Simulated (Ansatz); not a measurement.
# Phonons of BN (P6_3/mmc) against volume

Aim: how do the optical modes of BN (P6_3/mmc) move with volume?

Main program and level: Ansatz 0.2.0; DFT PBE+D3(BJ), scalar-relativistic, plane waves, PAW; PAW set soft_1.

Experimental background.

“Anisotropic thermo-mechanical response of layered hexagonal boron nitride and black phosphorus: application as a simultaneous pressure and temperature sensor” (2023, arxiv:2307.07533) reports for BN, hexagonal layered, AA' stacking, by synchrotron powder XRD, Le Bail (commercial high-purity powder, 300 K): lattice constant a (a at 300 K) 2.5069 ± 0.0002 Å [300 K value from polynomial fit to temperature-dependent data]; lattice constant c (c at 300 K) 6.6706 ± 0.0007 Å [300 K value from linear fit to temperature-dependent data].

The database entry behind the starting cell differs from later determinations by our own check (about 0.3 % short, minor phase), so it need not match the best structure at ambient conditions.

### Step 1. The structure

It takes space group P6_3/mmc (No. 194, hexagonal). The conventional cell has a = 2.498 Å, b = 2.498 Å, c = 6.636 Å, α = 90.00°, β = 90.00°, γ = 120.00°. B has 3 N at 1.44 Å nearest. Nearest to N lie 3 B at 1.44 Å. Farther neighbours and most contacts between anions are not listed.

Coordinates:

```cif
data_structure
_symmetry_space_group_name_H-M 'P6_3/mmc'
_symmetry_Int_Tables_number 194
_cell_length_a 2.4982
_cell_length_b 2.4982
_cell_length_c 6.6357
_cell_angle_alpha 90.000
_cell_angle_beta 90.000
_cell_angle_gamma 120.000
_cell_volume 35.87
loop_
_atom_site_label
_atom_site_type_symbol
_atom_site_symmetry_multiplicity
_atom_site_Wyckoff_symbol
_atom_site_fract_x
_atom_site_fract_y
_atom_site_fract_z
_atom_site_occupancy
B1 B 2 c 0.33333 0.66667 0.25000 1
N1 N 2 d 0.33333 0.66667 0.75000 1
```

### Step 2. Bringing the structure to rest

The cell and atoms are relaxed, since residual forces and stress would shift the frequencies.

File input.yaml:

```yaml
crystal:
  lattice:
    - [2.49824, 0.0, 0.0]
    - [-1.24912, 2.1635393048, 0.0]
    - [0.0, 0.0, 6.6357]
  atoms:
    - { symbol: B, position: [0.33333333, 0.66666667, 0.25] }
    - { symbol: B, position: [0.66666667, 0.33333333, 0.75] }
    - { symbol: "N", position: [0.33333333, 0.66666667, 0.75] }
    - { symbol: "N", position: [0.66666667, 0.33333333, 0.25] }
kpoints:
  mp_grid: { grid: [12, 12, 4] }
hamiltonian:
  xc: pbe
  dispersion: d3bj
  pseudopotentials: { kind: paw, azcp: { folder: soft_1 } }
scf:
  occupations: { method: gaussian, width: 0.02 }
output:
  forces: true
  stress: true
  eigenvalues: true
relax:
  adjacent_minimum: "off"
  f_tol: 0.005
  max_steps: 80
  cell: { stress_tol: 0.05 }
```

Command:

```console
$ ansatz run input.yaml --threads 4 --pin off --max-ram 16384MiB --backend cpu --events-out ev --progress --plain --runs-dir out
```

Numbers of over 12 decimals in the logs are rounded to 6 here.

The log of the run:

```text
Engine: ansatz 0.2.0, x86_64-unknown-linux-gnu
Pseudopotentials: kind: paw
Pseudopotential: B, paw, valence charge 3, recommended cutoff 420 eV (normal), soft_1/B.paw.azcp
Pseudopotential: N, paw, valence charge 5, recommended cutoff 420 eV (normal), soft_1/N.paw.azcp
Functional definition: PBE
  parameter kappa = 0.804
  parameter beta = 0.066725
  exchange = pbe_x(kappa = kappa, mu = beta*pi^2/3)
  correlation = pbe_c(beta = beta)
Crystal: 4 atoms, lattice volume = 35.866 Å³
Basis set: ecut = 420 eV, 689 PW (Γ), exchange–correlation on 36×36×90 points (8 copies of the dense FFT grid, shifted against one another)
Bands: 12, of which v1, the nominal top of the filled ones, is band 8 counted from 1 (7 counted from 0)
Symmetry: 24 space group operations
Space group: P63/mmc (ITA 194), of the structure as read, at distance tolerance 3.3e-5 Å
k-points: 57 of 576
Non-local potential: B, projectors of the file, l = 0: 2, l = 1: 2, l = 2: 1
Non-local potential: N, projectors of the file, l = 0: 2, l = 1: 2, l = 2: 1
PAW form: soft (Blöchl's): semilocal exchange-correlation on the pseudo side does not see the compensation charge
PAW one-centre angular grid: B, 110 points (default); XC on 64 Gauss nodes
PAW one-centre angular grid: N, 110 points (default); XC on 64 Gauss nodes
Initial density: superposition of atomic densities (chi_scale 0.1, normalization cell, long waves kept (reshape's long-wave potential 0.01 eV rms))
Initial wavefunctions: pseudopotential atomic-orbital guess
Functional: x = pbe(κ = 0.804, μ = 0.219515), c = pbe(β = 0.066725)
SCF iter   1: F=—  HF=-1088.098259 eV  |F-HF|=—  |Δ(HF+E_count)|=         —  Δρ=1.48e-1  dr2=7.69e0  ethr=3.10e-3  ⟨swp⟩=5.8  Hψ=4127  notcnv=0
preconditioner: auto → none  [insulator: Δε(μ)=5.823 eV  Ē_g=17.097 eV  σ=0.020 eV  W_gap=1.00  n_scr=4 (ndim 8)  ℏωp=24.8 eV  f_vac=0.000  D(μ)=0.00/eV (n_scr^D=0)  ε∞_Penn≈3.1]
SCF iter   2: F=—  HF=-1085.638826 eV  |F-HF|=—  |Δ(HF+E_count)|=    2.46e0  Δρ=6.92e-2  dr2=9.25e-1  ethr=3.10e-3  ⟨swp⟩=3.1  Hψ=2085  notcnv=0
SCF iter   3: F=—  HF=-1085.395940 eV  |F-HF|=—  |Δ(HF+E_count)|=   2.43e-1  Δρ=2.31e-2  dr2=1.07e-1  ethr=3.10e-3  ⟨swp⟩=2.4  Hψ=1549  notcnv=0
SCF iter   4: F=—  HF=-1085.384597 eV  |F-HF|=—  |Δ(HF+E_count)|=   1.13e-2  Δρ=8.63e-3  dr2=1.51e-2  ethr=6.71e-4  ⟨swp⟩=2.0  Hψ=1098  notcnv=0
SCF iter   5: F=—  HF=-1085.383978 eV  |F-HF|=—  |Δ(HF+E_count)|=   6.19e-4  Δρ=1.33e-3  dr2=3.13e-4  ethr=9.45e-5  ⟨swp⟩=2.8  Hψ=1335  notcnv=0
SCF iter   6: F=—  HF=-1085.384062 eV  |F-HF|=—  |Δ(HF+E_count)|=   8.36e-5  Δρ=1.61e-4  dr2=5.92e-6  ethr=1.96e-6  ⟨swp⟩=2.1  Hψ=1146  notcnv=0
SCF iter   7: F=—  HF=-1085.384049 eV  |F-HF|=—  |Δ(HF+E_count)|=   1.27e-5  Δρ=7.34e-6  dr2=1.38e-8  ethr=6.25e-10  ⟨swp⟩=4.0  Hψ=3789  notcnv=0
SCF iter   8: F=-1085.384049 eV  HF=-1085.384049 eV  |F-HF|=2.75e-11  |Δ(HF+E_count)|=   1.24e-8  Δρ=4.49e-7  dr2=5.11e-11  ethr=8.63e-11  ⟨swp⟩=1.8  Hψ=2196  notcnv=0
the search or the solves at the SCF's close seem to have found levels that the self-consistency loop had missed (the run counts 1). By its estimate they hold under 1e-12 electrons; where the run keeps them, the occupations were computed again with them
SCF 1 converged in 8 iterations: F = -1085.384049 eV  dr2 = 5.11e-11
  greatest PAW one-centre occupation: 0.801 electrons in one spin orbital (limit 2), on the N atom at site 3 (counted from 0), in its partial waves of l = 0
relax step   1: F+E_penalty+E_count = -1085.38404888 eV  Δ(F+E_penalty+E_count) = +0.000e0 eV  max|allowed force component| = 1.189e-15 eV/Å  Δτ_max = 0.0000 Å  P = +2.164 GPa  Ω = 35.866 Å³  (8 SCF iters, dr2 threshold 1.00e-7 eV, accepted)
Crystal: 4 atoms, lattice volume = 35.926 Å³
Basis set: ecut = 420 eV, 713 PW (Γ), exchange–correlation on 36×36×90 points (8 copies of the dense FFT grid, shifted against one another)
Initial density: handed on by an earlier stage of this run
Initial wavefunctions: those handed on with the density
iter 1 solved again at ethr=1.85e-6 eV; its pass at ethr=3.10e-3 eV (dr2=2.96e-4 eV) is discarded
SCF iter   1: F=—  HF=-1085.386045 eV  |F-HF|=—  |Δ(HF+E_count)|=         —  Δρ=1.10e-3  dr2=3.66e-4  ethr=1.85e-6  ⟨swp⟩=2.1  Hψ=5203  notcnv=0
preconditioner: auto → none  [insulator: Δε(μ)=4.270 eV  Ē_g=15.842 eV  σ=0.020 eV  W_gap=1.00  n_scr=4 (ndim 8)  ℏωp=24.8 eV  f_vac=0.019  D(μ)=0.00/eV (n_scr^D=0)  ε∞_Penn≈3.4]
SCF iter   2: F=—  HF=-1085.385910 eV  |F-HF|=—  |Δ(HF+E_count)|=   1.35e-4  Δρ=4.30e-4  dr2=3.92e-5  ethr=1.85e-6  ⟨swp⟩=2.0  Hψ=1103  notcnv=0
SCF iter   3: F=—  HF=-1085.385901 eV  |F-HF|=—  |Δ(HF+E_count)|=   9.33e-6  Δρ=1.51e-4  dr2=4.28e-6  ethr=2.45e-7  ⟨swp⟩=2.2  Hψ=1127  notcnv=0
SCF iter   4: F=-1085.385900 eV  HF=-1085.385900 eV  |F-HF|=1.00e-7  |Δ(HF+E_count)|=   1.91e-7  Δρ=2.92e-5  dr2=1.18e-7  ethr=2.50e-9  ⟨swp⟩=3.7  Hψ=3433  notcnv=0
SCF 2 converged in 4 iterations: F = -1085.385900 eV  dr2 = 1.18e-7
  greatest PAW one-centre occupation: 0.800 electrons in one spin orbital (limit 2), on the N atom at site 3 (counted from 0), in its partial waves of l = 0
relax step   2: F+E_penalty+E_count = -1085.38590046 eV  Δ(F+E_penalty+E_count) = -1.852e-3 eV  max|allowed force component| = 1.163e-15 eV/Å  Δτ_max = 0.0000 Å  P = +0.785 GPa  Ω = 35.926 Å³  energy of the carried Pulay correction = -9.399e-5 eV  (4 SCF iters, dr2 threshold 4.00e-7 eV, accepted)
Crystal: 4 atoms, lattice volume = 35.976 Å³
iter 1 solved again at ethr=7.35e-7 eV; its pass at ethr=3.10e-3 eV (dr2=1.18e-4 eV) is discarded
SCF iter   1: F=—  HF=-1085.386165 eV  |F-HF|=—  |Δ(HF+E_count)|=         —  Δρ=6.56e-4  dr2=1.38e-4  ethr=7.35e-7  ⟨swp⟩=2.6  Hψ=5127  notcnv=0
preconditioner: auto → none  [insulator: Δε(μ)=4.267 eV  Ē_g=15.822 eV  σ=0.020 eV  W_gap=1.00  n_scr=4 (ndim 8)  ℏωp=24.8 eV  f_vac=0.019  D(μ)=0.00/eV (n_scr^D=0)  ε∞_Penn≈3.4]
SCF iter   2: F=—  HF=-1085.386106 eV  |F-HF|=—  |Δ(HF+E_count)|=   5.92e-5  Δρ=2.64e-4  dr2=1.50e-5  ethr=7.35e-7  ⟨swp⟩=2.0  Hψ=1083  notcnv=0
SCF iter   3: F=—  HF=-1085.386102 eV  |F-HF|=—  |Δ(HF+E_count)|=   3.72e-6  Δρ=8.96e-5  dr2=1.62e-6  ethr=9.37e-8  ⟨swp⟩=2.2  Hψ=1119  notcnv=0
SCF iter   4: F=-1085.386102 eV  HF=-1085.386102 eV  |F-HF|=3.34e-8  |Δ(HF+E_count)|=   1.15e-7  Δρ=1.77e-5  dr2=4.14e-8  ethr=2.50e-9  ⟨swp⟩=6.1  Hψ=3476  notcnv=0
SCF 3 converged in 4 iterations: F = -1085.386102 eV  dr2 = 4.14e-8
relax step   3: F+E_penalty+E_count = -1085.38610224 eV  Δ(F+E_penalty+E_count) = -2.018e-4 eV  max|allowed force component| = 7.809e-16 eV/Å  Δτ_max = 0.0000 Å  P = +0.013 GPa  Ω = 35.976 Å³  energy of the carried Pulay correction = -1.849e-4 eV  (4 SCF iters, dr2 threshold 4.00e-7 eV, accepted)
Initial wavefunctions: pseudopotential atomic-orbital guess (no wavefunctions were taken with the density)
iter 1 solved again at ethr=1.25e-7 eV; its pass at ethr=3.10e-3 eV (dr2=2.00e-5 eV) is discarded
SCF iter   1: F=—  HF=-1085.386286 eV  |F-HF|=—  |Δ(HF+E_count)|=         —  Δρ=6.34e-5  dr2=1.06e-7  ethr=1.25e-7  ⟨swp⟩=3.1  Hψ=6068  notcnv=0
preconditioner: auto → none  [insulator: Δε(μ)=4.272 eV  Ē_g=15.827 eV  σ=0.020 eV  W_gap=1.00  n_scr=4 (ndim 8)  ℏωp=24.8 eV  f_vac=0.019  D(μ)=0.00/eV (n_scr^D=0)  ε∞_Penn≈3.4]
SCF iter   2: F=—  HF=-1085.386292 eV  |F-HF|=—  |Δ(HF+E_count)|=   6.46e-6  Δρ=3.17e-5  dr2=2.63e-8  ethr=6.60e-10  ⟨swp⟩=2.3  Hψ=998  notcnv=0
SCF iter   3: F=—  HF=-1085.386298 eV  |F-HF|=—  |Δ(HF+E_count)|=   6.32e-6  Δρ=1.60e-6  dr2=7.11e-10  ethr=1.64e-10  ⟨swp⟩=2.8  Hψ=1191  notcnv=0
SCF iter   4: F=—  HF=-1085.386298 eV  |F-HF|=—  |Δ(HF+E_count)|=  6.13e-10  Δρ=5.18e-7  dr2=5.15e-11  ethr=4.44e-12  ⟨swp⟩=2.0  Hψ=1107  notcnv=0
SCF iter   5: F=-1085.386298 eV  HF=-1085.386298 eV  |F-HF|=2.27e-12  |Δ(HF+E_count)|=  2.59e-11  Δρ=7.50e-8  dr2=6.01e-13  ethr=1.00e-12  ⟨swp⟩=4.0  Hψ=2271  notcnv=0
SCF 4 converged in 5 iterations: F = -1085.386298 eV  dr2 = 6.01e-13
relax step   4: F+E_penalty+E_count = -1085.38629839 eV  Δ(F+E_penalty+E_count) = -1.962e-4 eV  max|allowed force component| = 7.809e-16 eV/Å  Δτ_max = 0.0000 Å  P = +0.026 GPa  Ω = 35.976 Å³  stress off target by 4.30e-2 GPa  SCF on the basis re-selected at this cell (its energy is not comparable with the rows above)  (5 SCF iters)
basis re-selected at this cell: Δ(F+E_penalty+E_count) = -1.962e-4 eV, ΔP = +0.012 GPa vs the last step (what re-selecting the basis moved, of the pressure what is left beyond the Pulay correction that the steps carried, after the strain that the cell walked since its last selection, with what the two solves' SCF thresholds leave and, on support functions, any second-order correction that the steps lacked; it is no m [...]
SCF converged after 5 iterations
Free energy (F): -1085.386298 eV
Harris-Foulkes:  -1085.386298 eV  (|F-HF|=2.27e-12)
Internal energy: -1085.386298 eV  (E = F + TS)
E sigma→0 (E₀):  -1085.386298 eV
Fermi energy:    6.898870 eV
--- Per-component energies (eV) ---
  E_band       = -37.554469
  E_kinetic    = 362.793889
  E_local      = -655.667321  (includes V_loc(G=0)·N_el)
  E_nonlocal   = 86.190636
  E_hartree    = 221.807561
  E_xc         = -183.994147
  E_vxc        = -226.937910  (∫ρ·V_xc dr)
  E_paw        = -414.049668  (= ΣΔE_a)
  E_vpaw       = -47.550704  (= ΣTr[D̂ρ^β])
  E_aug_tail   = 0.001820  (compensation charges beyond the density's cutoff)
  E_ewald      = -501.902672
  E_disp       = -0.566396  (pairwise vdW)
  E_smearing   = -0.000000  (= −TS)
  E_closure    = -0.000000  (closes the sum)
  Σ components = -1085.386298   (vs F -1085.386298, Δ=0.00e0)
--- Forces (eV/Å), atoms counted from 1 ---
  atom   1  B      0.00000000    -0.00000000    -0.00000000
  atom   2  B     -0.00000000     0.00000000     0.00000000
  atom   3  N      0.00000000    -0.00000000    -0.00000000
  atom   4  N     -0.00000000     0.00000000     0.00000000
  max |Σ_I F_I| component: 1.48e-16 eV/Å
--- Stress (GPa, compression-positive) ---
        0.042982       0.000000       0.000000
       -0.000000       0.042982       0.000000
        0.000000       0.000000      -0.009029
  P = ⅓ Tr σ = 0.0256 GPa (0.256 kbar)
--- Band table (eV; the first three rows and the last of 57) ---
  k-point 0: bands = [... 4 lower, 3.4328, 3.4328, 3.4708, 3.4708, 10.0485, 15.1167, 16.3185, 16.3185]
  k-point 1: bands = [... 4 lower, 3.4385, 3.4385, 3.4658, 3.4658, 10.7546, 14.2255, 16.3369, 16.3369]
  k-point 2: bands = [... 4 lower, 3.4520, 3.4520, 3.4520, 3.4520, 12.4294, 12.4294, 16.3814, 16.3814]
  k-point 56: bands = [... 4 lower, -2.3818, -2.3818, 4.7630, 4.7630, 9.3991, 9.3991, 16.7753, 16.7753]
--- Relaxed structure (3 steps of the walk, 3 accepted, 1 SCFs on fresh bases) ---
  F+E_penalty+E_count = -1085.38629839 eV   max|allowed force component| = 7.809e-16 eV/Å   (the final SCF, on the basis selected at the relaxed cell)
  cell:  # Å, volume = 35.9758 Å³
    - [2.505683, 0, 0.0]
    - [-1.252842, 2.169985, 0]
    - [0.0, 0, 6.616483]
  atoms:
    - { symbol: B, position: [0.333333, 0.666667, 0.250000] }
    - { symbol: B, position: [0.666667, 0.333333, 0.75] }
    - { symbol: N, position: [0.333333, 0.666667, 0.75] }
    - { symbol: N, position: [0.666667, 0.333333, 0.250000] }
```

The job ended after 2.3 s (4 threads of Intel Xeon Platinum 8259CL at 2.50GHz (Skylake/Cascade Lake), shared host; peak memory 0.39 GiB; 7.7 s of CPU time).

Relaxation path:

```csv
step,energy less that of the first step (eV),largest force component (eV/Å),pressure (GPa),volume (Å³)
1,0.0000,0.0000,2.16,35.87
2,-0.0019,0.0000,0.78,35.93
3,-0.0021,0.0000,0.01,35.98
4*,-0.0022,0.0000,0.03,35.98
```

Relaxation steps marked * repeat the geometry before them on a plane-wave basis chosen anew for their cell, so energy and pressure can jump there.

Forces are held to the 24 operations that the run works with; a distortion that breaks them can't arise in this run.

| conventional cell, symmetrised | before | after | change |
| --- | --- | --- | --- |
| a (Å) | 2.498 | 2.506 | +0.3 % |
| b (Å) | 2.498 | 2.506 | +0.3 % |
| c (Å) | 6.636 | 6.616 | -0.3 % |
| volume (Å³/atom) | 8.97 | 8.99 | +0.3 % |

The relaxed structure:

```cif
data_structure
_symmetry_space_group_name_H-M 'P 1'
_symmetry_Int_Tables_number 1
_cell_length_a 2.5057
_cell_length_b 2.5057
_cell_length_c 6.6165
_cell_angle_alpha 90.000
_cell_angle_beta 90.000
_cell_angle_gamma 120.000
_cell_volume 35.98
loop_
_atom_site_label
_atom_site_type_symbol
_atom_site_fract_x
_atom_site_fract_y
_atom_site_fract_z
_atom_site_occupancy
B1 B 0.33333 0.66667 0.25000 1
B2 B 0.66667 0.33333 0.75000 1
N3 N 0.33333 0.66667 0.75000 1
N4 N 0.66667 0.33333 0.25000 1
```

This step gave:

```
pressure          : 0.02564 GPa
gap on the k-mesh : 4.272 eV
volume per atom   : 8.994 Å³
```

In this step the volume went from 8.97 to 8.99 Å³/atom.

### Step 3. Tight relaxation

Phonons need small forces and stress, so the relaxation is finished with tight tolerances on 12×12×4 k points.

input.yaml, the sections that differ from step 2:

```yaml
crystal:
  lattice:
    - [2.5056832434, 0.0, 0.0]
    - [-1.2528416217, 2.1699853426, 0.0]
    - [0.0, 0.0, 6.6164831454]
  atoms:
    - { symbol: B, position: [0.3333333333, 0.6666666667, 0.25] }
    - { symbol: B, position: [0.6666666667, 0.3333333333, 0.75] }
    - { symbol: "N", position: [0.3333333333, 0.6666666667, 0.75] }
    - { symbol: "N", position: [0.6666666667, 0.3333333333, 0.25] }
scf:
  occupations: { method: fixed }
relax:
  adjacent_minimum: "off"
  f_tol: 0.001
  max_steps: 60
  cell: { stress_tol: 0.01 }
# kpoints, hamiltonian, output: as in step 2
```

The log of the run:

```text
[...]
Crystal: 4 atoms, lattice volume = 35.976 Å³
Basis set: ecut = 420 eV, 713 PW (Γ), exchange–correlation on 36×36×90 points (8 copies of the dense FFT grid, shifted against one another)
Bands: 12, of which v1, the nominal top of the filled ones, is band 8 counted from 1 (7 counted from 0)
Symmetry: 24 space group operations
[...]
k-points: 57 of 576
[...]
--- Relaxed structure (3 steps of the walk, 3 accepted, 1 SCFs on fresh bases) ---
[...]
cell:  # Å, volume = 35.9699 Å³
    - [2.505781, 0, 0]
    - [-1.252891, 2.170070, 0]
    - [0, 0, 6.614882]
  atoms:
    - { symbol: B, position: [0.333333, 0.666667, 0.25] }
    - { symbol: B, position: [0.666667, 0.333333, 0.750000] }
    - { symbol: N, position: [0.333333, 0.666667, 0.750000] }
    - { symbol: N, position: [0.666667, 0.333333, 0.25] }
[key lines of the parts left out:]
SCF converged after 5 iterations
Free energy (F): -1085.386302 eV
Fermi energy:    4.764835 eV
P = ⅓ Tr σ = -0.0004 GPa (-0.004 kbar)
```

Run time: 2.1 s. Hardware: 4 threads; peak memory 0.39 GiB; 7.1 s of CPU time.

Little changed from the start: no atom moved by 0.005 Å and no cell edge by 0.1 %.

This step gave:

```yaml
pressure: -3.85e-4 GPa
gap_on_the_k_mesh: 4.271 eV
volume_per_atom: 8.992 Å³
```

The forces vanish by symmetry and the pressure is 0.000 GPa, within the tolerances set. The cell now holds 8.99 Å³/atom.

[end of part 1 of 3]

[Logs are printed without paths, hosts, clocks, repeated set-up lines and the standing remarks that a program may print on its own settings, such as how far it seeks lower states.]

[Hosts, paths, dates, database ids (printed as entryN), source tags and the programs' standing remarks are cut or masked in the printed files.]
